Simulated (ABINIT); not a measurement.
# CdS (Hawleyite): G0W0 in ABINIT against the bands in the self-energy

Wanted: the cheapest bands in the self-energy that holds the gap of CdS (Hawleyite).

Calculated with ABINIT 10.8.3; PBE and many-body steps on it, plane waves.

## (1) The structure

The structure is cubic, space group F-43m (No. 216). The conventional cell has a = 5.833 Å, b = 5.833 Å, c = 5.833 Å, α = 90.00°, β = 90.00°, γ = 90.00°. Nearest to Cd lie 4 S at 2.53 Å. Nearest to S lie 4 Cd at 2.53 Å. Farther neighbours and most contacts between anions are not listed.

The cell and positions come from the Crystallography Open Database and are kept as given unless a step says otherwise.

## (2) Screening, 4×4×4 mesh, 331 bands, screening to 272.1 eV

This step: ABINIT 10.8.3; RPA screening on PBE, plane waves, norm-conserving pseudopotentials.

The RPA dielectric matrix is built and inverted for each q.

Contents of run.abi:

```
acell 3*1.0 Angstrom
rprim 
  -0.000000000000 2.916500000000 2.916500000000
  2.916500000000 -0.000000000000 2.916500000000
  2.916500000000 2.916500000000 -0.000000000000
ntypat 2
znucl 48 16
natom 2
typat 1 2
xred 
  0.000000000000 0.000000000000 0.000000000000
  0.250000000000 0.250000000000 0.250000000000
pp_dirpath "pseudos"
pseudos "Cd.upf, S.upf"
ecut 47
ngkpt 4 4 4
nshiftk 1
shiftk 0 0 0
kptopt 1
chksymbreak 0
istwfk *1
occopt 1
irdwfk 1
optdriver 3
nband 331
ecuteps 10
inclvkb 2
awtr 1
symchi 1
indata_prefix "in"
outdata_prefix "out"
tmpdata_prefix "tmp"
```

Launch:

```console
OMP_NUM_THREADS=1 mpirun -n 8 abinit run.abi > log
```

The program printed:

```text
.Version 10.8.3 of ABINIT. v10.8.2 released Aug 2026.

 Symmetries : space group F-4 3 m (#216); Bravais cF (face-center cubic)
[... echo of the input left out ...]
== DATASET  1 ==================================================================
-   mpi_nproc: 8, omp_nthreads: 1 (-1 if OMP is not activated)

--- !DatasetInfo
iteration_state: {dtset: 1, }
dimensions: {natom: 2, nkpt: 8, mband: 331, nsppol: 1, nspinor: 1, nspden: 1, mpw: 5180, }
cutoff_energies: {ecut:  47.0, pawecutdg:  -1.0, }
electrons: {nelect:   2.60000000E+01, charge:   0.00000000E+00, occopt:   1.00000000E+00, tsmear:   1.00000000E-02, }

 SCREENING: Calculation of the susceptibility and dielectric matrices

 Based on a program developped by R.W. Godby, V. Olevano, G. Onida, and L. Reining.
 Incorporated in ABINIT by V. Olevano, G.-M. Rignanese, and M. Torrent.
.Using double precision arithmetic ; gwpc =  8

[... cell and pseudopotentials left out ...]
--------------------------------------------------------------------------------

 ==== K-mesh for the wavefunctions ====
 Number of points in the irreducible wedge :     8
[... list of points left out ...]
 Together with 24 symmetry operations and time-reversal symmetry
 yields    64 points in the full Brillouin Zone.

 ==== Q-mesh for the screening function ====
 Number of points in the irreducible wedge :     8
[... list of points left out ...]
 Together with 24 symmetry operations and time-reversal symmetry
 yields    64 points in the full Brillouin Zone.

 setmesh: FFT mesh size selected  =    36x   36x   36
          total number of points  =        46656

 vcoul_init : cutoff-mode = AUXILIARY_FUNCTION
 q-points for optical limit:   1
     1)      0.000010    0.000020    0.000030

- screening: taking advantage of time-reversal symmetry
- Maximum band index for partially occupied states nbvw = 13
- Remaining bands to be divided among processors   nbcw = 318
- Number of bands treated by each node ~39

 Number of electrons calculated from density =   26.0000; Expected =   26.0000
 average of density, n =  0.077653
 r_s =    1.4541
 omega_plasma =   26.8804 [eV]

 calculating chi0 at frequencies [eV] :
  1    0.000000E+00    0.000000E+00
  2    0.000000E+00    2.688042E+01

--------------------------------------------------------------------------------
  q-point number  1        q = ( 0.000000, 0.000000, 0.000000) [r.l.u.]
--------------------------------------------------------------------------------
[... chi0 elements left out ...]
 For q-point:  0.000010 0.000020 0.000030
  dielectric constant =  11.0614
  dielectric constant without local fields =  11.7818

  Average fulfillment of the sum rule on Im[epsilon] for q-point    1 :     88.09  [%]
[... wings left out ...]
  q-point number  2        q = ( 0.250000, 0.000000, 0.000000) [r.l.u.]
--------------------------------------------------------------------------------
[... chi0 elements left out ...]
  Average fulfillment of the sum rule on Im[epsilon] for q-point    2 :     92.57  [%]

 [... 6 further q-points ...]
```

It took 2.3 min on 8 MPI ranks of AMD EPYC 7R43, shared host; peak memory 3.7 GiB.

This step gave:

```yaml
eps_infinity_with_local_fields_on_this_mesh_along_the_program_s_q_direction: 11.06
the_same_without_local_fields: 11.78
plasma_frequency: 26.88 eV
plane_waves_in_the_screening_matrix: 531
```

Local fields lower ε∞ by 6 %. On a Γ-centred mesh this coarse the value itself is usually too large, while a short band sum pulls it down.

## (3) 21 bands

This step: G0W0 on PBE, plane waves, norm-conserving pseudopotentials.

Changes to run.abi since step 2:

```diff
@@ -23,8 +23,15 @@
 irdwfk 1
-optdriver 3
-nband 331
+optdriver 4
+nband 21
+gwcalctyp 0
+ecutsigx 47
+symsigma 1
+nkptgw 1
+kptgw 
+  0.0000000000 0.0000000000 0.0000000000
+bdgw 
+  11 17
 ecuteps 10
-inclvkb 2
-awtr 1
-symchi 1
+irdscr 1
+ppmodel 1
 indata_prefix "in"
```

The program printed:

```text
.Version 10.8.3 of ABINIT. v10.8.2 released Aug 2026.

 Symmetries : space group F-4 3 m (#216); Bravais cF (face-center cubic)
[... echo of the input left out ...]
== DATASET  1 ==================================================================
-   mpi_nproc: 8, omp_nthreads: 1 (-1 if OMP is not activated)

--- !DatasetInfo
iteration_state: {dtset: 1, }
dimensions: {natom: 2, nkpt: 8, mband: 21, nsppol: 1, nspinor: 1, nspden: 1, mpw: 5180, }
cutoff_energies: {ecut:  47.0, pawecutdg:  -1.0, }
electrons: {nelect:   2.60000000E+01, charge:   0.00000000E+00, occopt:   1.00000000E+00, tsmear:   1.00000000E-02, }

 SIGMA: Calculation of the GW corrections

 Based on a program developped by R.W. Godby, V. Olevano, G. Onida, and L. Reining.
 Incorporated in ABINIT by V. Olevano, G.-M. Rignanese, and M. Torrent.
.Using double precision arithmetic ; gwpc =  8

[... cell and pseudopotentials left out ...]
--------------------------------------------------------------------------------

 ==== K-mesh for the wavefunctions ====
 Number of points in the irreducible wedge :     8
[... list of points left out ...]
 Together with 24 symmetry operations and time-reversal symmetry
 yields    64 points in the full Brillouin Zone.

 ==== Q-mesh for screening function ====
 Number of points in the irreducible wedge :     8
[... list of points left out ...]
 Together with 24 symmetry operations and time-reversal symmetry
 yields    64 points in the full Brillouin Zone.

 vcoul_init : cutoff-mode = AUXILIARY_FUNCTION
 q-points for optical limit:   1
     1)      0.000010    0.000020    0.000030
 setmesh: FFT mesh size selected  =    50x   50x   50
          total number of points  =       125000

 Number of electrons calculated from density =   26.0000; Expected =   26.0000
 average of density, n =  0.077653
 r_s =    1.4541
 omega_plasma =   26.8804 [eV]

 === KS Band Gaps ===
  >>>> For spin  1
   Minimum direct gap =   1.1447 [eV], located at k-point      :   0.0000  0.0000  0.0000
   Fundamental gap    =   1.1447 [eV], Top of valence bands at :   0.0000  0.0000  0.0000
                                       Bottom of conduction at :   0.0000  0.0000  0.0000
 SIGMA fundamental parameters:
 PLASMON POLE MODEL  1
 number of plane-waves for SigmaX                 5065
 number of plane-waves for SigmaC and W            531
 number of plane-waves for wavefunctions          5065
 number of bands                                    21
 number of independent spin polarizations            1
 number of spinorial components                      1
 number of k-points in IBZ                           8
 number of q-points in IBZ                           8
 number of symmetry operations                      24
 number of k-points in BZ                           64
 number of q-points in BZ                           64
 number of frequencies for dSigma/dE                 9
 frequency step for dSigma/dE [eV]                0.25
 number of omega for Sigma on real axis              0
 max omega for Sigma on real axis  [eV]           0.00
 zcut for avoiding poles [eV]                     0.10

 EPSILON^-1 parameters (SCR file):
 dimension of the eps^-1 matrix on file            531
 dimension of the eps^-1 matrix used               531
 number of plane-waves for wavefunctions          5065
 number of bands                                   331
 number of q-points in IBZ                           8
 number of frequencies                               2
 number of real frequencies                          1
 number of imag frequencies                          1

 matrix elements of self-energy operator (all in [eV])

 Perturbative Calculation

--- !SelfEnergy_ee
iteration_state: {dtset: 1, }
kpoint     : [   0.000,    0.000,    0.000, ]
spin       : 1
KS_gap     :    1.145
QP_gap     :    1.881
Delta_QP_KS:    0.736
data: !SigmaeeData |
     Band     E0 <VxcDFT>   SigX SigC(E0)      Z dSigC/dE  Sig(E)    E-E0       E
       11   4.366 -15.389 -18.420   3.575   0.797  -0.255 -14.955   0.434   4.800
       12   4.366 -15.389 -18.420   3.575   0.797  -0.255 -14.955   0.434   4.800
       13   4.366 -15.389 -18.420   3.575   0.797  -0.255 -14.955   0.434   4.800
       14   5.511 -10.636  -6.668  -2.553   0.827  -0.210  -9.467   1.170   6.680
       15  10.897 -10.642  -5.801  -2.664   0.833  -0.200  -8.829   1.813  12.710
       16  10.897 -10.642  -5.801  -2.664   0.833  -0.200  -8.829   1.813  12.710
       17  10.897 -10.642  -5.801  -2.664   0.833  -0.200  -8.829   1.813  12.710

== END DATASET(S) ==============================================================
================================================================================

 -outvars: echo values of variables after computation  --------
           etotal      0.0000000000E+00
            nband          21
             nkpt           8
          spgroup         216
 [... the other variables as echoed above ...]

 Calculation completed.
```

Elapsed: 6.3 s, on 8 MPI ranks; peak memory 2.2 GiB; 48 s of CPU time.

Numbers from this step:

```yaml
g0w0_gap_on_the_points_computed: 1.88 eV
starting_gap_on_the_mesh: 1.145 eV
k_of_the_valence_top: 0, 0, 0
k_of_the_conduction_bottom: 0, 0, 0
z_at_the_valence_top: 0.797
z_at_the_conduction_bottom: 0.827
least_direct_g0w0_gap_on_the_computed_points: 1.88 eV
```

## (4) 23 bands

Changes to run.abi since step 3:

```diff
@@ -24,3 +24,3 @@
 optdriver 4
-nband 21
+nband 23
 gwcalctyp 0
```

The program printed:

```text
.Version 10.8.3 of ABINIT. v10.8.2 released Aug 2026.

 Symmetries : space group F-4 3 m (#216); Bravais cF (face-center cubic)
[... echo of the input left out ...]
== DATASET  1 ==================================================================
-   mpi_nproc: 8, omp_nthreads: 1 (-1 if OMP is not activated)

--- !DatasetInfo
iteration_state: {dtset: 1, }
dimensions: {natom: 2, nkpt: 8, mband: 23, nsppol: 1, nspinor: 1, nspden: 1, mpw: 5180, }
cutoff_energies: {ecut:  47.0, pawecutdg:  -1.0, }
electrons: {nelect:   2.60000000E+01, charge:   0.00000000E+00, occopt:   1.00000000E+00, tsmear:   1.00000000E-02, }

 SIGMA: Calculation of the GW corrections

 Based on a program developped by R.W. Godby, V. Olevano, G. Onida, and L. Reining.
 Incorporated in ABINIT by V. Olevano, G.-M. Rignanese, and M. Torrent.
.Using double precision arithmetic ; gwpc =  8

[... cell and pseudopotentials left out ...]
--------------------------------------------------------------------------------

 ==== K-mesh for the wavefunctions ====
 Number of points in the irreducible wedge :     8
[... list of points left out ...]
 Together with 24 symmetry operations and time-reversal symmetry
 yields    64 points in the full Brillouin Zone.

 ==== Q-mesh for screening function ====
 Number of points in the irreducible wedge :     8
[... list of points left out ...]
 Together with 24 symmetry operations and time-reversal symmetry
 yields    64 points in the full Brillouin Zone.

 vcoul_init : cutoff-mode = AUXILIARY_FUNCTION
 q-points for optical limit:   1
     1)      0.000010    0.000020    0.000030
 setmesh: FFT mesh size selected  =    50x   50x   50
          total number of points  =       125000

 Number of electrons calculated from density =   26.0000; Expected =   26.0000
[...]
number of q-points in BZ                           64
 number of frequencies for dSigma/dE                 9
 frequency step for dSigma/dE [eV]                0.25
 number of omega for Sigma on real axis              0
 max omega for Sigma on real axis  [eV]           0.00
 zcut for avoiding poles [eV]                     0.10

 EPSILON^-1 parameters (SCR file):
 dimension of the eps^-1 matrix on file            531
 dimension of the eps^-1 matrix used               531
 number of plane-waves for wavefunctions          5065
 number of bands                                   331
 number of q-points in IBZ                           8
 number of frequencies                               2
 number of real frequencies                          1
 number of imag frequencies                          1

 matrix elements of self-energy operator (all in [eV])

 Perturbative Calculation

--- !SelfEnergy_ee
iteration_state: {dtset: 1, }
kpoint     : [   0.000,    0.000,    0.000, ]
spin       : 1
KS_gap     :    1.145
QP_gap     :    1.888
Delta_QP_KS:    0.743
data: !SigmaeeData |
     Band     E0 <VxcDFT>   SigX SigC(E0)      Z dSigC/dE  Sig(E)    E-E0       E
       11   4.366 -15.389 -18.420   3.369   0.794  -0.260 -15.120   0.269   4.635
       12   4.366 -15.389 -18.420   3.369   0.794  -0.260 -15.120   0.269   4.635
       13   4.366 -15.389 -18.420   3.369   0.794  -0.260 -15.120   0.269   4.635
       14   5.511 -10.636  -6.668  -2.739   0.824  -0.214  -9.624   1.012   6.523
       15  10.897 -10.642  -5.801  -2.896   0.828  -0.208  -9.032   1.610  12.507
       16  10.897 -10.642  -5.801  -2.896   0.828  -0.208  -9.032   1.610  12.507
       17  10.897 -10.642  -5.801  -2.896   0.828  -0.208  -9.032   1.610  12.507

== END DATASET(S) ==============================================================
================================================================================

 -outvars: echo values of variables after computation  --------
           etotal      0.0000000000E+00
            nband          23
             nkpt           8
          spgroup         216
 [... the other variables as echoed above ...]

 Calculation completed.
```

The job ended after 6.2 s (8 MPI ranks; peak memory 2.1 GiB).

This step gave:

- G0W0 gap on the points computed: 1.888 eV
- starting gap on the mesh: 1.145 eV
- k of the valence top: 0, 0, 0
- k of the conduction bottom: 0, 0, 0
- Z at the valence top: 0.794
- Z at the conduction bottom: 0.824
- least direct G0W0 gap on the computed points: 1.888 eV

## (5) 41 bands

Changes to run.abi since step 4:

```diff
@@ -24,3 +24,3 @@
 optdriver 4
-nband 23
+nband 41
 gwcalctyp 0
```

The program printed:

```text
.Version 10.8.3 of ABINIT. v10.8.2 released Aug 2026.

 Symmetries : space group F-4 3 m (#216); Bravais cF (face-center cubic)
[... echo of the input left out ...]
== DATASET  1 ==================================================================
-   mpi_nproc: 8, omp_nthreads: 1 (-1 if OMP is not activated)

--- !DatasetInfo
iteration_state: {dtset: 1, }
dimensions: {natom: 2, nkpt: 8, mband: 41, nsppol: 1, nspinor: 1, nspden: 1, mpw: 5180, }
cutoff_energies: {ecut:  47.0, pawecutdg:  -1.0, }
electrons: {nelect:   2.60000000E+01, charge:   0.00000000E+00, occopt:   1.00000000E+00, tsmear:   1.00000000E-02, }

 SIGMA: Calculation of the GW corrections

 Based on a program developped by R.W. Godby, V. Olevano, G. Onida, and L. Reining.
 Incorporated in ABINIT by V. Olevano, G.-M. Rignanese, and M. Torrent.
.Using double precision arithmetic ; gwpc =  8

[... cell and pseudopotentials left out ...]
--------------------------------------------------------------------------------

 ==== K-mesh for the wavefunctions ====
 Number of points in the irreducible wedge :     8
[... list of points left out ...]
 Together with 24 symmetry operations and time-reversal symmetry
 yields    64 points in the full Brillouin Zone.

 ==== Q-mesh for screening function ====
 Number of points in the irreducible wedge :     8
[... list of points left out ...]
 Together with 24 symmetry operations and time-reversal symmetry
 yields    64 points in the full Brillouin Zone.

 vcoul_init : cutoff-mode = AUXILIARY_FUNCTION
 q-points for optical limit:   1
     1)      0.000010    0.000020    0.000030
 setmesh: FFT mesh size selected  =    50x   50x   50
          total number of points  =       125000

 Number of electrons calculated from density =   26.0000; Expected =   26.0000
[...]
number of q-points in BZ                           64
 number of frequencies for dSigma/dE                 9
 frequency step for dSigma/dE [eV]                0.25
 number of omega for Sigma on real axis              0
 max omega for Sigma on real axis  [eV]           0.00
 zcut for avoiding poles [eV]                     0.10

 EPSILON^-1 parameters (SCR file):
 dimension of the eps^-1 matrix on file            531
 dimension of the eps^-1 matrix used               531
 number of plane-waves for wavefunctions          5065
 number of bands                                   331
 number of q-points in IBZ                           8
 number of frequencies                               2
 number of real frequencies                          1
 number of imag frequencies                          1

 matrix elements of self-energy operator (all in [eV])

 Perturbative Calculation

--- !SelfEnergy_ee
iteration_state: {dtset: 1, }
kpoint     : [   0.000,    0.000,    0.000, ]
spin       : 1
KS_gap     :    1.145
QP_gap     :    1.966
Delta_QP_KS:    0.821
data: !SigmaeeData |
     Band     E0 <VxcDFT>   SigX SigC(E0)      Z dSigC/dE  Sig(E)    E-E0       E
       11   4.366 -15.389 -18.420   2.614   0.785  -0.274 -15.716  -0.327   4.039
       12   4.366 -15.389 -18.420   2.614   0.785  -0.274 -15.716  -0.327   4.039
       13   4.366 -15.389 -18.420   2.614   0.785  -0.274 -15.716  -0.327   4.039
       14   5.511 -10.636  -6.668  -3.362   0.816  -0.226 -10.142   0.494   6.005
       15  10.897 -10.642  -5.801  -3.808   0.814  -0.229  -9.802   0.840  11.738
       16  10.897 -10.642  -5.801  -3.808   0.814  -0.229  -9.802   0.840  11.738
       17  10.897 -10.642  -5.801  -3.808   0.814  -0.229  -9.802   0.840  11.738

== END DATASET(S) ==============================================================
================================================================================

 -outvars: echo values of variables after computation  --------
           etotal      0.0000000000E+00
            nband          41
             nkpt           8
          spgroup         216
 [... the other variables as echoed above ...]

 Calculation completed.
```

Elapsed: 8.6 s, on 8 MPI ranks; peak memory 2.2 GiB.

Numbers from this step:

| Item | Value |
| --- | --- |
| G0W0 gap on the points computed | 1.966 eV |
| starting gap on the mesh | 1.145 eV |
| k of the valence top | 0, 0, 0 |
| k of the conduction bottom | 0, 0, 0 |
| Z at the valence top | 0.785 |
| Z at the conduction bottom | 0.816 |
| least direct G0W0 gap on the computed points | 1.966 eV |

(Continued in part 2 of 2.)

[Paths, hosts, dates, memory and timing lines, banners, echoed tables and standing remarks are left out of the program output.]

[Logs are printed without paths, hosts, clocks, repeated set-up lines and the standing remarks that a program may print on its own settings, such as how far it seeks lower states.]

[Runs of the session that timed out or met a known fault of the program may be left out.]

[No measured gap is set beside runs whose start may be inverted or whose files or cutoffs have a known fault.]

[Hosts, paths, dates, database ids (printed as entryN), source tags and the programs' standing remarks are cut or masked in the printed files.]

[G0W0 gaps are taken among the corrected bands and points alone; a level outside them can change the order at an edge.]

[Where Ansatz stands beside ABINIT at settings called matched, ABINIT's density can come from a denser mesh and the files from another edition; pairs whose starting gaps differed by over 0.03 eV were left out, so agreement reads better than it is.]
